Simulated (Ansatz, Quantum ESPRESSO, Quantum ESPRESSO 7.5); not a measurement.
**Conductance against width: vacuum gaps between two Li(110) faces**

Aim: how the conductance falls as the barrier grows, for vacuum gaps between two Li(110) faces.

Program: Quantum ESPRESSO 7.5. Level of theory: plane-wave DFT, LDA, GBRV ultrasoft pseudopotentials (cross-check by Ansatz 0.2.0 with PAW datasets). Values are calculated unless marked as measured.

**1. The system as given**

The cell holds 12 atoms: 12 Li. Its edges and angles: a = 3.440 Å, b = 2.979 Å, c = 31.757 Å, α = 90.0°, β = 90.0°, γ = 54.7°. It derives from Li. Regions: left lead, 6 atoms (6 Li); right lead, 6 atoms (6 Li). The structure is stacked, and the current runs, along c.

**2. SCF with pw.x, 5 Å**

One periodic cell holds a lead period, the junction and more lead; the atoms stay as built.

j0.scf.in

```
&control
  prefix = 'j0.scf'
  outdir = './out'
  pseudo_dir = './pseudo'
  calculation = 'scf'
  tprnfor = .true.
/
&system
  ibrav = 0
  nat = 12
  ntyp = 1
  ecutwfc = 40
  ecutrho = 200
  occupations = 'smearing'
  smearing = 'mv'
  degauss = 0.01
/
&electrons
  conv_thr = 1e-07
  mixing_beta = 0.25
  electron_maxstep = 120
  mixing_mode = 'local-TF'
/
ATOMIC_SPECIES
  Li  6.9400  li_lda_v1.4.uspp.F.UPF
CELL_PARAMETERS angstrom
  3.44000000000000 0.00000000000000 0.00000000000000
  1.72000000000000 2.43244732728172 0.00000000000000
  0.00000000000000 0.00000000000000 31.75692060009896
ATOMIC_POSITIONS crystal
  Li  0.000000000000 0.000000000000 0.000000000000
  Li  0.500000000000 0.000000000000 0.076595818528
  Li  0.000000000000 0.000000000000 0.153191637055
  Li  0.500000000000 0.000000000000 0.229787455583
  Li  0.000000000000 0.000000000000 0.306383274111
  Li  0.500000000000 0.000000000000 0.382979092638
  Li  0.000000000000 0.000000000000 0.540425088834
  Li  0.500000000000 0.000000000000 0.617020907362
  Li  0.000000000000 0.000000000000 0.693616725889
  Li  0.500000000000 0.000000000000 0.770212544417
  Li  0.000000000000 0.000000000000 0.846808362945
  Li  0.500000000000 0.000000000000 0.923404181472
K_POINTS automatic
  8 10 1 0 0 0
```

Started as:

```console
OMP_NUM_THREADS=1 mpirun -n 2 pw.x -nk 2 -in j0.scf.in > j0.scf.out
```

Output:

```text
Program PWSCF v.7.5 starts

     Parallel version (MPI & OpenMP), running on       2 processor cores
     Number of MPI processes:                 2
     Threads/MPI process:                     1

     MPI processes distributed on     1 nodes

     Current dimensions of program PWSCF are:
     Max number of different atomic species (ntypx) = 10
     Max number of k-points (npk) =  40000
     Max angular momentum in pseudopotentials (lmaxx) =  4
     Message from routine setup:
     using ibrav=0 with symmetry is DISCOURAGED, use correct ibrav instead

     K-points division:     npool     =       2
     Subspace diagonalization in iterative solution of the eigenvalue problem:
     a serial algorithm will be used

     G-vector sticks info
     --------------------
     sticks:   dense  smooth     PW     G-vecs:    dense   smooth      PW
     Sum         475     383    129                85717    61323   12065

     Using Slab Decomposition

     bravais-lattice index     =            0
     lattice parameter (alat)  =       6.5007  a.u.
     unit-cell volume          =    1793.2336 (a.u.)^3
     number of atoms/cell      =           12
     number of atomic types    =            1
     number of electrons       =        36.00
     number of Kohn-Sham states=           22
     kinetic-energy cutoff     =      40.0000  Ry
     charge density cutoff     =     200.0000  Ry
     scf convergence threshold =      1.0E-07
     mixing beta               =       0.2500
     number of iterations used =            8  local-TF  mixing
     Exchange-correlation=  SLA  PZ   NOGX NOGC
                           (   1   1   0   0   0   0   0)

     celldm(1)=   6.500658  celldm(2)=   0.000000  celldm(3)=   0.000000
     celldm(4)=   0.000000  celldm(5)=   0.000000  celldm(6)=   0.000000

     crystal axes: (cart. coord. in units of alat)
               a(1) = (   1.000000   0.000000   0.000000 )
               a(2) = (   0.500000   0.707107   0.000000 )
               a(3) = (   0.000000   0.000000   9.231663 )

     reciprocal axes: (cart. coord. in units 2 pi/alat)
               b(1) = (  1.000000 -0.707107  0.000000 )
               b(2) = (  0.000000  1.414214  0.000000 )
               b(3) = (  0.000000  0.000000  0.108323 )

     PseudoPot. # 1 for Li read from file:
     ./pseudo/li_lda_v1.4.uspp.F.UPF
     Pseudo is Ultrasoft, Zval =  3.0
     Generated by new atomic code, or converted to UPF format
     Using radial grid of  751 points,  5 beta functions with:
                l(1) =   0
                l(2) =   0
                l(3) =   0
                l(4) =   1
                l(5) =   1
     Q(r) pseudized with 10 coefficients,  rinner =    1.150   1.150   1.150

     atomic species   valence    mass     pseudopotential
     Li                3.00     6.94000     Li( 1.00)

      4 Sym. Ops. (no inversion) found

   Cartesian axes

     site n.     atom                  positions (alat units)
         1        Li     tau(   1) = (   0.0000000   0.0000000   0.0000000  )
         2        Li     tau(   2) = (   0.5000000   0.0000000   0.7071068  )
         3        Li     tau(   3) = (   0.0000000   0.0000000   1.4142136  )
         4        Li     tau(   4) = (   0.5000000   0.0000000   2.1213203  )
         5        Li     tau(   5) = (   0.0000000   0.0000000   2.8284271  )
         6        Li     tau(   6) = (   0.5000000   0.0000000   3.5355339  )
         7        Li     tau(   7) = (   0.0000000   0.0000000   4.9890223  )
         8        Li     tau(   8) = (   0.5000000   0.0000000   5.6961291  )
         9        Li     tau(   9) = (   0.0000000   0.0000000   6.4032358  )
        10        Li     tau(  10) = (   0.5000000   0.0000000   7.1103426  )
        11        Li     tau(  11) = (   0.0000000   0.0000000   7.8174494  )
        12        Li     tau(  12) = (   0.5000000   0.0000000   8.5245562  )

     number of k points=    39  Marzari-Vanderbilt smearing, width (Ry)=  0.0100
                       cart. coord. in units 2pi/alat
        k(    1) = (   0.0000000   0.0000000   0.0000000), wk =   0.0250000
        k(    2) = (   0.0000000   0.1414214   0.0000000), wk =   0.0500000
        k(    3) = (   0.0000000   0.2828427   0.0000000), wk =   0.0500000
        k(    4) = (   0.0000000   0.4242641   0.0000000), wk =   0.0500000
        k(    5) = (   0.0000000   0.5656854   0.0000000), wk =   0.0500000
        k(    6) = (   0.0000000  -0.7071068   0.0000000), wk =   0.0250000
        k(    7) = (   0.1250000  -0.0883883   0.0000000), wk =   0.0500000
        k(    8) = (   0.1250000   0.0530330   0.0000000), wk =   0.0500000
        k(    9) = (   0.1250000   0.1944544   0.0000000), wk =   0.0500000
        k(   10) = (   0.1250000   0.3358757   0.0000000), wk =   0.0500000
[...]
k(   39) = (  -0.5000000   0.6363961   0.0000000), wk =   0.1000000

     Dense  grid:    85717 G-vectors     FFT dimensions: (  30,  25, 288)

     Smooth grid:    61323 G-vectors     FFT dimensions: (  27,  24, 243)

     Estimated max dynamical RAM per process >     174.31 MB

     Estimated total dynamical RAM >     327.70 MB

     Initial potential from superposition of free atoms

     starting charge      30.5910, renormalised to      36.0000
     Starting wfcs are   60 randomized atomic wfcs

     total cpu time spent up to now is       12.0 secs

     per-process dynamical memory:   122.7 Mb

     Self-consistent Calculation

     iteration #  1     ecut=    40.00 Ry     beta= 0.25
     Davidson diagonalization with overlap
     ethr =  1.00E-02,  avg # of iterations =  1.6

     total cpu time spent up to now is       23.4 secs

     total energy              =    -172.40581940 Ry
     estimated scf accuracy    <       2.33266179 Ry

     iteration #  2     ecut=    40.00 Ry     beta= 0.25

     total energy              =    -171.44204523 Ry
     estimated scf accuracy    <       1.56734802 Ry

     iteration #  3     ecut=    40.00 Ry     beta= 0.25

     total energy              =    -171.45641392 Ry
     estimated scf accuracy    <       0.09508867 Ry

     iteration #  4     ecut=    40.00 Ry     beta= 0.25

     total energy              =    -171.52828421 Ry
     estimated scf accuracy    <       0.37799175 Ry

     iteration #  5     ecut=    40.00 Ry     beta= 0.25

     total energy              =    -171.50494218 Ry
     estimated scf accuracy    <       0.54865493 Ry

     iteration #  6     ecut=    40.00 Ry     beta= 0.25

     total energy              =    -171.50010935 Ry
     estimated scf accuracy    <       0.23879577 Ry

     iteration #  7     ecut=    40.00 Ry     beta= 0.25

     total energy              =    -171.49888537 Ry
     estimated scf accuracy    <       0.13449730 Ry

     iteration #  8     ecut=    40.00 Ry     beta= 0.25

     total energy              =    -171.49129201 Ry
     estimated scf accuracy    <       0.10559798 Ry

     iteration #  9     ecut=    40.00 Ry     beta= 0.25

     total energy              =    -171.49657348 Ry
     estimated scf accuracy    <       0.00568510 Ry

     iteration # 10     ecut=    40.00 Ry     beta= 0.25

     total energy              =    -171.49709522 Ry
     estimated scf accuracy    <       0.01584977 Ry

     iteration # 11     ecut=    40.00 Ry     beta= 0.25

     total energy              =    -171.49703737 Ry
     estimated scf accuracy    <       0.01090403 Ry

     iteration # 12     ecut=    40.00 Ry     beta= 0.25

     total energy              =    -171.49666760 Ry
     estimated scf accuracy    <       0.00703016 Ry

     iteration # 13     ecut=    40.00 Ry     beta= 0.25

     total energy              =    -171.49671834 Ry
     estimated scf accuracy    <       0.00125278 Ry

     iteration # 14     ecut=    40.00 Ry     beta= 0.25

     total energy              =    -171.49673419 Ry
     estimated scf accuracy    <       0.00053051 Ry

     iteration # 15     ecut=    40.00 Ry     beta= 0.25

     total energy              =    -171.49680965 Ry
     estimated scf accuracy    <       0.00045359 Ry

     iteration # 16     ecut=    40.00 Ry     beta= 0.25

     total energy              =    -171.49678954 Ry
     estimated scf accuracy    <       0.00038659 Ry

     iteration # 17     ecut=    40.00 Ry     beta= 0.25

     total energy              =    -171.49680132 Ry
     estimated scf accuracy    <       0.00001515 Ry

     iteration # 18     ecut=    40.00 Ry     beta= 0.25

     total energy              =    -171.49680322 Ry
     estimated scf accuracy    <       0.00000982 Ry

     iteration # 19     ecut=    40.00 Ry     beta= 0.25

     total energy              =    -171.49680409 Ry
     estimated scf accuracy    <       0.00000384 Ry

     iteration # 20     ecut=    40.00 Ry     beta= 0.25

     total energy              =    -171.49680400 Ry
     estimated scf accuracy    <       0.00000023 Ry

     iteration # 21     ecut=    40.00 Ry     beta= 0.25

     total energy              =    -171.49680390 Ry
     estimated scf accuracy    <       0.00000355 Ry

     iteration # 22     ecut=    40.00 Ry     beta= 0.25

     total energy              =    -171.49680426 Ry
     estimated scf accuracy    <       0.00000046 Ry

     iteration # 23     ecut=    40.00 Ry     beta= 0.25

     End of self-consistent calculation

          k = 0.0000 0.0000 0.0000 (  7723 PWs)   bands (ev):

   -45.5467 -45.5467 -45.0844 -45.0802 -45.0759 -45.0757 -45.0735 -45.0676
   -45.0654 -45.0652 -45.0526 -45.0525  -2.9267  -2.8354  -2.7232  -2.5021
    -2.2892  -1.9143  -1.6378  -1.0827  -0.8190  -0.0496

          k = 0.0000 0.1414 0.0000 (  7687 PWs)   bands (ev):

   -45.5450 -45.5450 -45.0824 -45.0783 -45.0741 -45.0738 -45.0718 -45.0661
   -45.0638 -45.0636 -45.0510 -45.0510  -2.7406  -2.6489  -2.5355  -2.3136
    -2.0981  -1.7224  -1.4406  -0.8844  -0.6099   0.1619

          k = 0.0000 0.2828 0.0000 (  7697 PWs)   bands (ev):

   -45.5406 -45.5406 -45.0773 -45.0735 -45.0691 -45.0689 -45.0675 -45.0622
   -45.0596 -45.0595 -45.0470 -45.0470  -2.1815  -2.0885  -1.9717  -1.7475
    -1.5246  -1.1461  -0.8498  -0.2910   0.0141   0.7900

          k = 0.0000 0.4243 0.0000 (  7681 PWs)   bands (ev):

   -45.5352 -45.5352 -45.0709 -45.0675 -45.0631 -45.0629 -45.0621 -45.0574
   -45.0543 -45.0543 -45.0420 -45.0420  -1.2567  -1.1612  -1.0383  -0.8093
    -0.5741  -0.1905   0.1283   0.6899   1.0405   1.8140

          k = 0.0000 0.5657 0.0000 (  7682 PWs)   bands (ev):

   -45.5308 -45.5308 -45.0657 -45.0626 -45.0583 -45.0580 -45.0576 -45.0535
   -45.0501 -45.0501 -45.0380 -45.0380  -0.0430   0.0585   0.1933   0.4345
     0.6929   1.0903   1.4460   2.0142   2.4266   3.1781

          k = 0.0000-0.7071 0.0000 (  7664 PWs)   bands (ev):

   -45.5292 -45.5292 -45.0637 -45.0608 -45.0565 -45.0561 -45.0559 -45.0520
   -45.0485 -45.0485 -45.0364 -45.0364   0.8143   0.9265   1.0818   1.3482
     1.6486   2.0840   2.5115   3.1230   3.6543   3.8314

[...]
the Fermi energy is     0.6138 ev

!    total energy              =    -171.49680421 Ry
     estimated scf accuracy    <       0.00000008 Ry
     smearing contrib. (-TS)   =      -0.00043226 Ry
     internal energy E=F+TS    =    -171.49637196 Ry

     The total energy is F=E-TS. E is the sum of the following terms:
     one-electron contribution =    -154.10843703 Ry
     hartree contribution      =      61.84545149 Ry
     xc contribution           =     -38.03973775 Ry
     ewald contribution        =     -41.19364867 Ry

     convergence has been achieved in  23 iterations

     Forces acting on atoms (cartesian axes, Ry/au):

     atom    1 type  1   force =     0.00000000    0.00000000    0.00007673
     atom    2 type  1   force =     0.00000000    0.00000000   -0.00081269
     atom    3 type  1   force =     0.00000000    0.00000000   -0.00020335
     atom    4 type  1   force =     0.00000000    0.00000000    0.00030918
     atom    5 type  1   force =     0.00000000    0.00000000    0.00327369
     atom    6 type  1   force =     0.00000000    0.00000000   -0.00267566
     atom    7 type  1   force =     0.00000000    0.00000000    0.00267938
     atom    8 type  1   force =     0.00000000    0.00000000   -0.00326731
     atom    9 type  1   force =     0.00000000    0.00000000   -0.00030728
     atom   10 type  1   force =     0.00000000    0.00000000    0.00020042
     atom   11 type  1   force =     0.00000000    0.00000000    0.00080761
     atom   12 type  1   force =     0.00000000   -0.00000000   -0.00008073

     Total force =     0.006110     Total SCF correction =     0.000389

=------------------------------------------------------------------------------=
   JOB DONE.
=------------------------------------------------------------------------------=
```

It took 4.8 min on 2 MPI ranks of Arm Neoverse N1, shared host; peak memory 0.37 GiB; 9.6 min of CPU time.

This step gave:

* free energy: -2333.3329 eV
* Fermi energy: 0.6138 eV

The run needed 23 iterations to bring the estimated error under 1e-07 Ry; the largest force on any atom, held or free, is 0.08 eV/Å.

(Continued in part 2 of 5.)

[Long decimals in the printed logs are rounded to 6 places.]

[Repeated lines of the later SCF iterations (solver, time, negative density, dipole) and banner, clock, host and MPI lines are left out of these logs without a mark at each place.]

[Logs are printed without paths, hosts, clocks, repeated set-up lines and the standing remarks that a program may print on its own settings, such as how far it seeks lower states.]

[Hosts, paths, dates, database ids (printed as entryN), source tags and the programs' standing remarks are cut or masked in the printed files.]

[Maps of the electrostatic potential energy from Ansatz leave out the sawtooth potential of an applied field or a dipole correction, so their vacuum need not be flat; planar profiles and work functions include it.]
